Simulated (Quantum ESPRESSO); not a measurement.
# AlN (F-43m): from strain to phonon shift

Aim: the phonon deformation potentials p and q of AlN (F-43m), tested on a biaxially strained cell.

Program: Quantum ESPRESSO 7.5. Level of theory: DFT LDA, scalar-relativistic, plane waves, PseudoDojo norm-conserving pseudopotentials. Results are calculated unless marked as measured.

### 1. The relaxed structure

It takes space group F-43m (No. 216, cubic). The conventional cell has a = 4.333 Å, b = 4.333 Å, c = 4.333 Å, α = 90.00°, β = 90.00°, γ = 90.00°. Nearest to Al lie 4 N at 1.88 Å. N has 4 Al at 1.88 Å nearest. Farther neighbours and most contacts between anions are not listed.

This is the cell after its relaxation at this level of theory, not the database cell from which that began.

### 2. Uniaxial strain

The relaxed cell is stretched along z alone. This keeps all atoms on sites fixed by symmetry and splits the threefold mode into a singlet, polarised along z, and a doublet. The macroscopic field is left out, so these are transverse modes. Cutoff 92 Ry, k mesh 8×8×8.

From the response at ε_zz = 0.01:

Log:

```text
[banners, grids, parts of the stress and lines that vanish by symmetry left out]
Program PHONON v.7.5
     Reading xml data from directory:

[...]
Exchange-correlation= PW
                           (   1   4   0   0   0   0   0)
[...]
kinetic-energy cut-off    =      92.0000  Ry
     charge density cut-off    =     368.0000  Ry
     convergence threshold     =      1.0E-18
[...]
Exchange-correlation= PW
                           (   1   4   0   0   0   0   0)
[...]
q = (   0.0000000   0.0000000   0.0000000 )
      9 Sym.Ops. (with q -> -q+G )
     G cutoff =  315.6278  (  16505 G-vectors)     FFT grid: ( 36, 36, 36)
     number of k points=    59
[...]
Mode symmetry, D_2d (-42m) point group:
[...]
Representation #   1 mode #   1
[...]
End of self-consistent calculation
     Convergence has been achieved
     Representation #   2 mode #   2
[...]
End of self-consistent calculation
     Convergence has been achieved
     Representation #   3 modes #   3   4
[...]
End of self-consistent calculation
     Convergence has been achieved
     Representation #   4 modes #   5   6
[...]
End of self-consistent calculation
     Convergence has been achieved
[...]
q = (    0.000000000   0.000000000   0.000000000 )
[...]
freq (    1) =       0.025415 [THz] =       0.847748 [cm-1]
     freq (    2) =       0.025415 [THz] =       0.847748 [cm-1]
     freq (    3) =       0.026314 [THz] =       0.877727 [cm-1]
     freq (    4) =      19.736969 [THz] =     658.354404 [cm-1]
     freq (    5) =      19.736969 [THz] =     658.354404 [cm-1]
     freq (    6) =      19.878381 [THz] =     663.071416 [cm-1]
[...]
Mode symmetry, D_2d (-42m) point group:
     freq (   1-   1) =          0.8  [cm-1]   --> B_2  X_3  W_2   I+R
     freq (   2-   3) =          0.8  [cm-1]   --> E    X_5  W_3   I+R
     freq (   4-   5) =        658.4  [cm-1]   --> E    X_5  W_3   I+R
     freq (   6-   6) =        663.1  [cm-1]   --> B_2  X_3  W_2   I+R

   JOB DONE.
```

```tsv
ε_zz	singlet (cm⁻¹)	doublet (cm⁻¹)	σ_zz (GPa)	σ_xx (GPa)
-0.01	675.55	680.76	-3.039	-1.723
-0.005	672.57	675.11	-1.525	-0.854
0	669.49	669.49	-0.017	-0.017
0.005	666.32	663.90	1.487	0.792
0.01	663.07	658.35	2.985	1.571
```

Stress is counted positive in tension.

### 3. The fit

To first order ω² − ω₀² = p ε_zz + q (ε_xx + ε_yy) for the mode along z, and likewise for x and y. With ε_zz alone the singlet gives p and the doublet q.

The linear terms of parabolas through ω² are p = -1.86 ω₀² and q = -3.35 ω₀², with ω₀ = 669.5 cm⁻¹. Those of the stresses are C11 = 301 GPa and C12 = 165 GPa. Under hydrostatic strain p and q imply γ = −(p + 2q)/(6 ω₀²) = 1.43.

A layer held to an in-plane strain ε and free along z takes ε_zz = −2 (C12/C11) ε = -1.093 ε. To first order the singlet then shifts by (q − p C12/C11) ε / ω₀ = -1559 ε cm⁻¹. For ε = 0.006, ε_zz = -0.00656, the formulas for ω² predict 660.07 cm⁻¹ for the singlet and 666.37 cm⁻¹ for the doublet.

### 4. A biaxially strained cell

This run was no part of the fit.

Log:

```text
[banners, grids, parts of the stress and lines that vanish by symmetry left out]
[banner, memory and clock lines left out]
Program PHONON v.7.5

[...]
Exchange-correlation= PW
                           (   1   4   0   0   0   0   0)
[...]
kinetic-energy cut-off    =      92.0000  Ry
     charge density cut-off    =     368.0000  Ry
     convergence threshold     =      1.0E-18
[...]
Exchange-correlation= PW
                           (   1   4   0   0   0   0   0)
[...]
q = (   0.0000000   0.0000000   0.0000000 )
      9 Sym.Ops. (with q -> -q+G )
     G cutoff =  312.3247  (  16481 G-vectors)     FFT grid: ( 36, 36, 36)
     number of k points=    59
[...]
Mode symmetry, D_2d (-42m) point group:
[...]
Representation #   1 mode #   1
[...]
End of self-consistent calculation
     Convergence has been achieved
     Representation #   2 mode #   2
[...]
End of self-consistent calculation
     Convergence has been achieved
     Representation #   3 modes #   3   4
[...]
End of self-consistent calculation
     Convergence has been achieved
     Representation #   4 modes #   5   6
[...]
End of self-consistent calculation
     Convergence has been achieved
[...]
q = (    0.000000000   0.000000000   0.000000000 )
[...]
freq (    1) =       0.024138 [THz] =       0.805150 [cm-1]
     freq (    2) =       0.024138 [THz] =       0.805150 [cm-1]
     freq (    3) =       0.024874 [THz] =       0.829709 [cm-1]
     freq (    4) =      19.789516 [THz] =     660.107192 [cm-1]
     freq (    5) =      19.973497 [THz] =     666.244150 [cm-1]
     freq (    6) =      19.973497 [THz] =     666.244150 [cm-1]
[...]
Mode symmetry, D_2d (-42m) point group:
     freq (   1-   1) =          0.8  [cm-1]   --> B_2  X_3  W_2   I+R
     freq (   2-   3) =          0.8  [cm-1]   --> E    X_5  W_3   I+R
     freq (   4-   4) =        660.1  [cm-1]   --> B_2  X_3  W_2   I+R
     freq (   5-   6) =        666.2  [cm-1]   --> E    X_5  W_3   I+R
```

```tsv
mode	predicted (cm⁻¹)	run (cm⁻¹)
singlet	660.07	660.11
doublet	666.37	666.24
```

The stress along z is 0.013 GPa and that in the plane 1.667 GPa; the unstrained cell carries -0.017 GPa.

### 5. Results

```
p (in units of the squared frequency)           : -1.864
q (same units)                                  : -3.348
shift of the singlet per unit of biaxial strain : -1559 cm⁻¹
C11 and C12                                     : 301 and 165 GPa
```

**Reading.** To first order, one per cent of tensile biaxial strain moves the singlet of AlN (F-43m) by -15.6 cm⁻¹ and the doublet by -5.2 cm⁻¹; the formulas miss the test run by up to 0.13 cm⁻¹. In backscattering from (001) the mode polarised along z is the one seen in diamond and zinc-blende crystals; in a polar crystal it is the LO mode, whose potentials differ somewhat from these. The third potential, r, needs shear strain and a relaxation of the atoms, which was not run. These are harmonic values at zero temperature.

[Host names and launcher messages were left out of these logs when they were recorded.]

[Logs are printed without paths, hosts, clocks, repeated set-up lines and the standing remarks that a program may print on its own settings, such as how far it seeks lower states.]

[Hosts, paths, dates, database ids (printed as entryN), source tags and the programs' standing remarks are cut or masked in the printed files.]
